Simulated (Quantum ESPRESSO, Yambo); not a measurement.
# Excitons of TiO2 (Rutile): kernels and approximations, part 2 of 4

Aim: follow the lowest exciton of TiO2 (Rutile) as the mesh is refined.

Quantum ESPRESSO 7.5 and Yambo 5.3.0; PBE and many-body steps on it, plane waves. Known limits of the many-body steps: not at the basis limit; bindings not settled in the k mesh.

So far. Step 4 (Screening and self-energy, 4×4×6 mesh, 115 bands …): The gap on the mesh goes from 1.92 eV to 3.36 eV, a correction of +1.44 eV. Step 5 (Excitons): The lowest state lies at 3.069 eV, 0.288 eV under the direct gap.

### Step 6. Triplet (no exchange term)

Level of this step: Bethe-Salpeter equation on PBE with a scissors shift, plane waves, norm-conserving pseudopotentials (Yambo).

File bse4.in:

```
optics
bss
bse
em1s
dipoles
rim_cut
RandQpts= 1000000
RandGvec= 1 RL
Chimod= "HARTREE"
BSKmod= "SEX"
BSEmod= "resonant"
BSSmod= "d"
BSENGexx= 1 RL
BSENGBlk= 6 Ry
% BSEQptR
 1 | 1 |
%
% BSEBands
 19 | 30 |
%
% BEnRange
 0 | 7 | eV
%
% BDmRange
 0.1 | 0.1 | eV
%
BEnSteps= 141
% BLongDir
 1 | 0 | 0 |
%
% BndsRnXs
 1 | 66 |
%
NGsBlkXs= 6 Ry
% LongDrXs
 1 | 1 | 1 |
%
% KfnQP_E
 1.44 | 1.0 | 1.0 |
%
WRbsWF
```

Command:

```bash
> OMP_NUM_THREADS=1 mpirun -n 4 yambo -F bse4.in -J bse4,bse3_W -C bse4 > bse4.log
```

Output:

```text
 Yambo, version 5.3.0

 [02] CORE Variables Setup
 =========================

  [... cell, symmetries and grids as in the set-up ...]

  [02.05] Energies & Occupations
  ==============================

  [X] === General ===
  [X] Electronic Temperature                        :  0.000000  0.000000 [eV K]
  [X] Bosonic    Temperature                        :  0.000000  0.000000 [eV K]
  [X] Finite Temperature mode                       : no
  [X] El. density                                   :  0.76964E+24 [cm-3]
  [X] Fermi Level                                   :  9.160422 [eV]

  [X] === Gaps and Widths ===
  [X] Conduction Band Min                           :  1.916629 [eV]
  [X] Valence Band Max                              :  0.000000 [eV]
  [X] Filled Bands                                  :  24
  [X] Empty Bands                                   :   25  115
  [X] Direct Gap                                    :  1.916629 [eV]
  [X] Direct Gap localized at k                     :  1
  [X] Indirect Gap                                  :  1.916629 [eV]
  [X] Indirect Gap between kpts                     :  1  1
  [X] Last valence band width                       :  1.613132 [eV]
  [X] 1st conduction band width                     :  1.090840 [eV]

 [03] Transferred momenta grid and indexing
 ==========================================

 IBZ Q-points                                      :  28
 BZ  Q-points                                      :   96

 K/Q-points units:
 rlu = crystal or reduced units; cc = cartesian coordinates; iku = interal k-units

 Q [ 1]         [rlu]:  0.000000  0.000000  0.000000
 Q [ 2]         [rlu]:  0.000000  0.000000  0.166667
 Q [ 3]         [rlu]:  0.000000  0.000000  0.333333
[...]
[K+QP] === Gaps and Widths ===
  [K+QP] Conduction Band Min                        :  3.356629 [eV]
  [K+QP] Valence Band Max                           :  0.000000 [eV]
  [K+QP] Filled Bands                               :  24
  [K+QP] Empty Bands                                :   25  115
  [K+QP] Direct Gap                                 :  3.356629 [eV]
  [K+QP] Direct Gap localized at k                  :  1
  [K+QP] Indirect Gap                               :  3.356629 [eV]
  [K+QP] Indirect Gap between kpts                  :  1  1
  [K+QP] Last valence band width                    :  1.613132 [eV]
  [K+QP] 1st conduction band width                  :  1.090840 [eV]

  [coarse-grid] Minimum Bare Gap        [ev]:  1.916629
  [coarse-grid] Minimum Gap Correction  [ev]:  1.440000

  Eqp @ K [ 1]
  -56.86263 -56.84543 -33.19663 -33.19662 -33.03035 -33.03035 -32.98838 -32.95428
  -18.15445 -16.98591 -16.23377 -16.23376  -5.76999  -5.35684  -4.90306  -3.83259
  -3.832588 -2.548463 -2.548463 -1.985688 -0.712427 -0.451676 -0.451676  0.000000
[...]
Eqp @ K [ 2]
[...]
Eqp @ K [ 3]
[...]
Eqp @ K [ 8]
[...]
Eqp @ K [ 9]
[...]
[... 89 further rows ...]
    7.52249   8.53021  13.39241  14.23725  14.78546  16.30230  17.15370  17.66372
   18.68574  18.83455  19.14825  20.02170  20.02825  22.54275  22.59648  25.12083

 [06] Dipoles
 ============

  [06.01] Setup: observables and procedures
  =========================================

  [WARNING] [r,Vnl^pseudo] included in position and velocity dipoles.

  [WARNING] In case H contains other non local terms, these are neglected

 [07] Static Dielectric Matrix
 =============================

    [08.01.05.02] Main kernel loop
    ==============================

    [08.01.05.03] Wave-Function Phases
    ==================================

    [BSE] WF phases found       :  75.00000 [o/o]

   [08.01.06] BSE solver(s) @q1
   ============================

   [08.01.07] Diago Solver @q1
   ===========================

 [11] Game Over & Game summary
```

The job ended after 3 min (4 MPI ranks of Arm Neoverse V1, shared host; peak memory 1.9 GiB; 12 min of CPU time).

The lowest triplet lies at 3.067 eV; without spin-orbit coupling triplets are dark, so no spectrum is read.

The program warns that the window of bands cuts a degenerate level, which breaks the symmetry of states and spectrum.

### Step 7. Field along z

File bse5.in:

```
optics
bss
bse
em1s
dipoles
rim_cut
RandQpts= 1000000
RandGvec= 1 RL
Chimod= "HARTREE"
BSKmod= "SEX"
BSEmod= "resonant"
BSSmod= "h"
BSENGexx= 30 Ry
BSENGBlk= 6 Ry
% BSEQptR
 1 | 1 |
%
% BSEBands
 16 | 30 |
%
% BEnRange
 0 | 8 | eV
%
% BDmRange
 0.1 | 0.1 | eV
%
BEnSteps= 161
% BLongDir
 0 | 0 | 1 |
%
% BndsRnXs
 1 | 66 |
%
NGsBlkXs= 6 Ry
% LongDrXs
 1 | 1 | 1 |
%
% KfnQP_E
 1.44 | 1.0 | 1.0 |
%
BSHayTrs= -0.02
```

Command:

```bash
> OMP_NUM_THREADS=1 mpirun -n 4 yambo -F bse5.in -J bse5,bse3_W -C bse5 > bse5.log
```

Output:

```text
 Yambo, version 5.3.0

 [02] CORE Variables Setup
 =========================

  [... cell, symmetries and grids as in the set-up ...]

  [02.05] Energies & Occupations
  ==============================

  [X] === General ===
  [X] Electronic Temperature                        :  0.000000  0.000000 [eV K]
  [X] Bosonic    Temperature                        :  0.000000  0.000000 [eV K]
  [X] Finite Temperature mode                       : no
  [X] El. density                                   :  0.76964E+24 [cm-3]
  [X] Fermi Level                                   :  9.160422 [eV]

  [X] === Gaps and Widths ===
  [X] Conduction Band Min                           :  1.916629 [eV]
  [X] Valence Band Max                              :  0.000000 [eV]
  [X] Filled Bands                                  :  24
  [X] Empty Bands                                   :   25  115
  [X] Direct Gap                                    :  1.916629 [eV]
  [X] Direct Gap localized at k                     :  1
  [X] Indirect Gap                                  :  1.916629 [eV]
  [X] Indirect Gap between kpts                     :  1  1
  [X] Last valence band width                       :  1.613132 [eV]
  [X] 1st conduction band width                     :  1.090840 [eV]

 [03] Transferred momenta grid and indexing
 ==========================================

 IBZ Q-points                                      :  28
 BZ  Q-points                                      :   96

 K/Q-points units:
 rlu = crystal or reduced units; cc = cartesian coordinates; iku = interal k-units

 Q [ 1]         [rlu]:  0.000000  0.000000  0.000000
 Q [ 2]         [rlu]:  0.000000  0.000000  0.166667
 Q [ 3]         [rlu]:  0.000000  0.000000  0.333333
[...]
[K+QP] Indirect Gap between kpts                  :  1  1
  [K+QP] Last valence band width                    :  1.613132 [eV]
  [K+QP] 1st conduction band width                  :  1.090840 [eV]

  [coarse-grid] Minimum Bare Gap        [ev]:  1.916629
  [coarse-grid] Minimum Gap Correction  [ev]:  1.440000

  Eqp @ K [ 1]
  -56.86263 -56.84543 -33.19663 -33.19662 -33.03035 -33.03035 -32.98838 -32.95428
  -18.15445 -16.98591 -16.23377 -16.23376  -5.76999  -5.35684  -4.90306  -3.83259
  -3.832588 -2.548463 -2.548463 -1.985688 -0.712427 -0.451676 -0.451676  0.000000
[...]
Eqp @ K [ 2]
[...]
Eqp @ K [ 3]
[...]
Eqp @ K [ 8]
[...]
Eqp @ K [ 9]
[...]
[... 89 further rows ...]
    7.52249   8.53021  13.39241  14.23725  14.78546  16.30230  17.15370  17.66372
   18.68574  18.83455  19.14825  20.02170  20.02825  22.54275  22.59648  25.12083

 [06] Dipoles
 ============

  [06.01] Setup: observables and procedures
  =========================================

  [WARNING] [r,Vnl^pseudo] included in position and velocity dipoles.

  [WARNING] In case H contains other non local terms, these are neglected

 [07] Static Dielectric Matrix
 =============================

    [08.01.05.02] Main kernel loop
    ==============================

    [08.01.05.03] Wave-Function Phases
    ==================================

    [BSE] WF phases found       :  75.00000 [o/o]

   [08.01.06] BSE solver(s) @q1
   ============================

   [08.01.07] Haydock Solver in the optics basis @q1 using the hermitian scheme
   ============================================================================

   Accuracy (requested)      : -0.020000 [o/o]

   [WARNING] [EPS_extend] Possible inaccuracy in the EPS prolungation

   [WARNING] [EPS_extend] Possible inaccuracy in the EPS prolungation

   [WARNING] [EPS_extend] Possible inaccuracy in the EPS prolungation

   [WARNING] [EPS_extend] Possible inaccuracy in the EPS prolungation

   [WARNING] [EPS_extend] Possible inaccuracy in the EPS prolungation
   Iterations                :   59

 [11] Game Over & Game summary
```

Run time: 92 s. Hardware: 4 MPI ranks; peak memory 1.6 GiB.

Numbers from this step:

| Item | Value |
| --- | --- |
| transitions in the window | 5184 |
| direct gap of the transition levels | 3.357 eV |

The program warns that the window of bands cuts a degenerate level, which breaks the symmetry of states and spectrum.

### Step 8. Beyond Tamm-Dancoff

File bse6.in:

```
optics
bss
bse
em1s
dipoles
rim_cut
RandQpts= 1000000
RandGvec= 1 RL
Chimod= "HARTREE"
BSKmod= "SEX"
BSEmod= "coupling"
BSSmod= "d"
BSENGexx= 30 Ry
BSENGBlk= 6 Ry
% BSEQptR
 1 | 1 |
%
% BSEBands
 20 | 29 |
%
% BEnRange
 0 | 7 | eV
%
% BDmRange
 0.1 | 0.1 | eV
%
BEnSteps= 141
% BLongDir
 1 | 0 | 0 |
%
% BndsRnXs
 1 | 66 |
%
NGsBlkXs= 6 Ry
% LongDrXs
 1 | 1 | 1 |
%
% KfnQP_E
 1.44 | 1.0 | 1.0 |
%
WRbsWF
```

Command:

```bash
> OMP_NUM_THREADS=1 mpirun -n 4 yambo -F bse6.in -J bse6,bse3_W -C bse6 > bse6.log
```

Output:

```text
 Yambo, version 5.3.0

 [02] CORE Variables Setup
 =========================

  [... cell, symmetries and grids as in the set-up ...]

  [02.05] Energies & Occupations
  ==============================

  [X] === General ===
  [X] Electronic Temperature                        :  0.000000  0.000000 [eV K]
  [X] Bosonic    Temperature                        :  0.000000  0.000000 [eV K]
  [X] Finite Temperature mode                       : no
  [X] El. density                                   :  0.76964E+24 [cm-3]
[...]
=========================================

  [WARNING] [r,Vnl^pseudo] included in position and velocity dipoles.

  [WARNING] In case H contains other non local terms, these are neglected

 [07] Static Dielectric Matrix
 =============================

    [08.01.05.02] Main kernel loop
    ==============================

    [08.01.05.03] Wave-Function Phases
    ==================================

    [BSE] WF phases found       :  75.00000 [o/o]

   [08.01.06] BSE solver(s) @q1
   ============================

   [08.01.07] Diago Solver @q1
   ===========================

   [WARNING] Parallel non-herm diag not yet implemented. Switching to LK

 [11] Game Over & Game summary
```

Elapsed: 8.4 min, on 4 MPI ranks; peak memory 6.7 GiB; 34 min of CPU time.

Numbers from this step:

| Quantity | Value |
| --- | --- |
| transitions in the window | 2400 |
| direct gap of the transition levels | 3.357 eV |
| lowest state | 3.070 eV |
| first strong exciton (over a fiftieth of the strongest listed) | 3.516 eV |
| binding of the lowest state below the direct gap | 0.2867 eV |
| Coulomb term of one mesh cell | 0.2936 eV |

The binding is 0.98 times the screened Coulomb term of one mesh cell (0.29 eV), so it is not shown settled.

The lowest state lies at 3.070 eV, 0.287 eV under the direct gap.

The program warns that the window of bands cuts a degenerate level, which breaks the symmetry of states and spectrum.

### Step 9. Finite momentum (q 2)

File bse7.in:

```
optics
bss
bse
em1s
dipoles
rim_cut
RandQpts= 1000000
RandGvec= 1 RL
Chimod= "HARTREE"
BSKmod= "SEX"
BSEmod= "resonant"
BSSmod= "d"
BSENGexx= 30 Ry
BSENGBlk= 6 Ry
% BSEQptR
 2 | 2 |
%
% BSEBands
 20 | 30 |
%
% BEnRange
 0 | 6 | eV
%
% BDmRange
 0.1 | 0.1 | eV
%
BEnSteps= 121
% BLongDir
 1 | 0 | 0 |
%
% BndsRnXs
 1 | 66 |
%
NGsBlkXs= 6 Ry
% LongDrXs
 1 | 1 | 1 |
%
% KfnQP_E
 1.44 | 1.0 | 1.0 |
%
WRbsWF
```

Command:

```bash
> OMP_NUM_THREADS=1 mpirun -n 4 yambo -F bse7.in -J bse7,bse3_W -C bse7 > bse7.log
```

Output:

```text
 Yambo, version 5.3.0

 [02] CORE Variables Setup
 =========================

  [... cell, symmetries and grids as in the set-up ...]

  [02.05] Energies & Occupations
  ==============================

  [X] === General ===
  [X] Electronic Temperature                        :  0.000000  0.000000 [eV K]
  [X] Bosonic    Temperature                        :  0.000000  0.000000 [eV K]
  [X] Finite Temperature mode                       : no
  [X] El. density                                   :  0.76964E+24 [cm-3]
[...]
[06] Dipoles
 ============

  [06.01] Setup: observables and procedures
  =========================================

  [WARNING] [r,Vnl^pseudo] included in position and velocity dipoles.

  [WARNING] In case H contains other non local terms, these are neglected

 [07] Static Dielectric Matrix
 =============================

    [08.01.05.02] Main kernel loop
    ==============================

    [08.01.05.03] Wave-Function Phases
    ==================================

    [BSE] WF phases found       :  75.00000 [o/o]

   [08.01.06] BSE solver(s) @q2
   ============================

   [08.01.07] Diago Solver @q2
   ===========================

 [11] Game Over & Game summary
```

It took 2.1 min on 4 MPI ranks; peak memory 1.6 GiB.

This step gave:

```yaml
transitions_in_the_window: 2880
lowest_state: 3.226 eV
first_strong_exciton_over_a_fiftieth_of_the_strongest_listed: 3.433 eV
```

The lowest state lies at 3.226 eV.

Longitudinal response along q; broadening 0.1 eV; transition window only; momentum transfer q number 2. Limits: finite bands, cutoff and mesh; exciton not shown settled in the k mesh. Table of ε₂ by photon energy; read off at these points:

| photon energy (eV) | BSE | no electron-hole interaction |
| --- | --- | --- |
| 0.00 | 0.0303 | 0.0243 |
| 0.20 | 0.0331 | 0.0263 |
| 0.40 | 0.0363 | 0.0286 |
| 0.60 | 0.0400 | 0.0312 |
| 0.80 | 0.0443 | 0.0341 |
| 1.00 | 0.0494 | 0.0375 |
| 1.20 | 0.0555 | 0.0414 |
| 1.40 | 0.0627 | 0.0460 |
| 1.60 | 0.0716 | 0.0514 |
| 1.80 | 0.0826 | 0.0579 |
| 2.00 | 0.0965 | 0.0658 |
| 2.20 | 0.115 | 0.0755 |
| 2.40 | 0.139 | 0.0877 |
| 2.60 | 0.173 | 0.103 |
| 2.80 | 0.224 | 0.124 |
| 3.00 | 0.310 | 0.153 |
| 3.20 | 0.502 | 0.197 |
| 3.40 | 1.29 | 0.269 |
| 3.60 | 2.25 | 0.428 |
| 3.80 | 2.83 | 0.892 |
| 4.00 | 4.87 | 2.14 |
| 4.20 | 7.73 | 2.33 |
| 4.40 | 14.2 | 3.61 |
| 4.45 | 14.9 | 3.61 |
| 4.60 | 13.2 | 7.11 |
| 4.80 | 11.9 | 9.81 |
| 5.00 | 9.45 | 8.76 |
| 5.20 | 7.63 | 12.2 |
| 5.40 | 5.60 | 11.9 |
| 5.60 | 5.77 | 9.16 |
| 5.80 | 4.92 | 7.72 |
| 6.00 | 2.99 | 8.44 |

The program warns that the window of bands cuts a degenerate level, which breaks the symmetry of states and spectrum.

### Step 10. Finite momentum (q 3)

bse8.in, as its differences from bse7.in of step 9:

```diff
@@ -15,3 +15,3 @@
 % BSEQptR
- 2 | 2 |
+ 3 | 3 |
 %
```

Command:

```bash
> OMP_NUM_THREADS=1 mpirun -n 4 yambo -F bse8.in -J bse8,bse3_W -C bse8 > bse8.log
```

Output:

```text
 Yambo, version 5.3.0

 [02] CORE Variables Setup
 =========================

  [... cell, symmetries and grids as in the set-up ...]

  [02.05] Energies & Occupations
  ==============================

  [X] === General ===
  [X] Electronic Temperature                        :  0.000000  0.000000 [eV K]
  [X] Bosonic    Temperature                        :  0.000000  0.000000 [eV K]
  [X] Finite Temperature mode                       : no
  [X] El. density                                   :  0.76964E+24 [cm-3]
[...]
[06] Dipoles
 ============

  [06.01] Setup: observables and procedures
  =========================================

  [WARNING] [r,Vnl^pseudo] included in position and velocity dipoles.

  [WARNING] In case H contains other non local terms, these are neglected

 [07] Static Dielectric Matrix
 =============================

    [08.01.05.02] Main kernel loop
    ==============================

    [08.01.05.03] Wave-Function Phases
    ==================================

    [BSE] WF phases found       :  75.00000 [o/o]

   [08.01.06] BSE solver(s) @q3
   ============================

   [08.01.07] Diago Solver @q3
   ===========================

 [11] Game Over & Game summary
```

It took 2.1 min on 4 MPI ranks; peak memory 1.6 GiB.

This step gave:

- transitions in the window: 2880
- lowest state: 3.406 eV
- first strong exciton (over a fiftieth of the strongest listed): 3.406 eV

The lowest state lies at 3.406 eV.

The program warns that the window of bands cuts a degenerate level, which breaks the symmetry of states and spectrum.

### Step 11. RPA with local fields (no direct term)

File bse9.in:

```
optics
bss
bse
em1s
dipoles
rim_cut
RandQpts= 1000000
RandGvec= 1 RL
Chimod= "HARTREE"
BSKmod= "HARTREE"
BSEmod= "resonant"
BSSmod= "h"
BSENGexx= 30 Ry
BSENGBlk= 6 Ry
% BSEQptR
 1 | 1 |
%
% BSEBands
 16 | 30 |
%
% BEnRange
 0 | 8 | eV
%
% BDmRange
 0.1 | 0.1 | eV
%
BEnSteps= 161
% BLongDir
 1 | 0 | 0 |
%
% BndsRnXs
 1 | 66 |
%
NGsBlkXs= 6 Ry
% LongDrXs
 1 | 1 | 1 |
%
% KfnQP_E
 1.44 | 1.0 | 1.0 |
%
BSHayTrs= -0.02
```

Command:

```bash
> OMP_NUM_THREADS=1 mpirun -n 4 yambo -F bse9.in -J bse9,bse3_W -C bse9 > bse9.log
```

Output:

```text
 Yambo, version 5.3.0

 [02] CORE Variables Setup
 =========================

  [... cell, symmetries and grids as in the set-up ...]

  [02.05] Energies & Occupations
  ==============================

  [X] === General ===
  [X] Electronic Temperature                        :  0.000000  0.000000 [eV K]
  [X] Bosonic    Temperature                        :  0.000000  0.000000 [eV K]
  [X] Finite Temperature mode                       : no
  [X] El. density                                   :  0.76964E+24 [cm-3]
[...]
[08.02] BSE solver(s) @q1
  =========================

  [08.03] Haydock Solver in the optics basis @q1 using the hermitian scheme
  =========================================================================

  Accuracy (requested)      : -0.020000 [o/o]

  [WARNING] [EPS_extend] Possible inaccuracy in the EPS prolungation

  [WARNING] [EPS_extend] Possible inaccuracy in the EPS prolungation

  [WARNING] [EPS_extend] Possible inaccuracy in the EPS prolungation

[...]
[WARNING] [EPS_extend] Possible inaccuracy in the EPS prolungation

  [WARNING] [EPS_extend] Possible inaccuracy in the EPS prolungation
  Iterations                :   88

 [11] Game Over & Game summary
```

Wall time 23 s (4 MPI ranks); peak memory 1.6 GiB.

This step gave:

```
transitions in the window           : 5184
direct gap of the transition levels : 3.357 eV
```

The ε₂ has structure finer than the step of the table below, so its rows give means over 0.25 eV, whole bins alone (the curve runs from 0 to 8 eV). Peaks (eV: height): BSE 4.500: 8.83, 5.150: 10.4, 6.300: 8.43; no electron-hole interaction 4.450: 9.92, 5.100: 11.6, 5.800: 8.64.

Field along x; broadening 0.1 eV; transition window only. Limits: finite bands, cutoff and mesh. Table of ε₂ by photon energy; means over each step:

| photon energy (eV) | BSE | no electron-hole interaction |
| --- | --- | --- |
| 0.25 | 0.0299 | 0.0315 |
| 0.50 | 0.0332 | 0.0350 |
| 0.75 | 0.0370 | 0.0391 |
| 1.00 | 0.0416 | 0.0440 |
| 1.25 | 0.0471 | 0.0500 |
| 1.50 | 0.0538 | 0.0573 |
| 1.75 | 0.0622 | 0.0665 |
| 2.00 | 0.0729 | 0.0781 |
| 2.25 | 0.0869 | 0.0935 |
| 2.50 | 0.106 | 0.114 |
| 2.75 | 0.133 | 0.144 |
| 3.00 | 0.173 | 0.189 |
| 3.25 | 0.242 | 0.268 |
| 3.50 | 0.400 | 0.451 |
| 3.75 | 1.06 | 1.23 |
| 4.00 | 1.57 | 1.82 |
| 4.25 | 4.59 | 5.29 |
| 4.50 | 8.20 | 9.21 |
| 4.75 | 7.77 | 8.91 |
| 5.00 | 9.58 | 10.9 |
| 5.25 | 9.42 | 9.58 |
| 5.50 | 6.49 | 6.44 |
| 5.75 | 7.54 | 7.95 |
| 6.00 | 7.73 | 7.90 |
| 6.25 | 7.81 | 7.80 |
| 6.50 | 5.99 | 5.32 |
| 6.75 | 4.21 | 3.73 |
| 7.00 | 4.01 | 3.60 |
| 7.25 | 3.26 | 2.69 |
| 7.50 | 2.07 | 1.77 |
| 7.75 | 1.51 | 1.45 |

The program warns that the window of bands cuts a degenerate level, which breaks the symmetry of states and spectrum.

(Continued in part 3 of 4.)

[Paths, hosts, dates, memory and timing lines, banners, echoed tables and standing remarks are left out of the program output.]

[Logs are printed without paths, hosts, clocks, repeated set-up lines and the standing remarks that a program may print on its own settings, such as how far it seeks lower states.]

[Runs of the session that timed out or met a known fault of the program may be left out.]

[Hosts, paths, dates, database ids (printed as entryN), source tags and the programs' standing remarks are cut or masked in the printed files.]
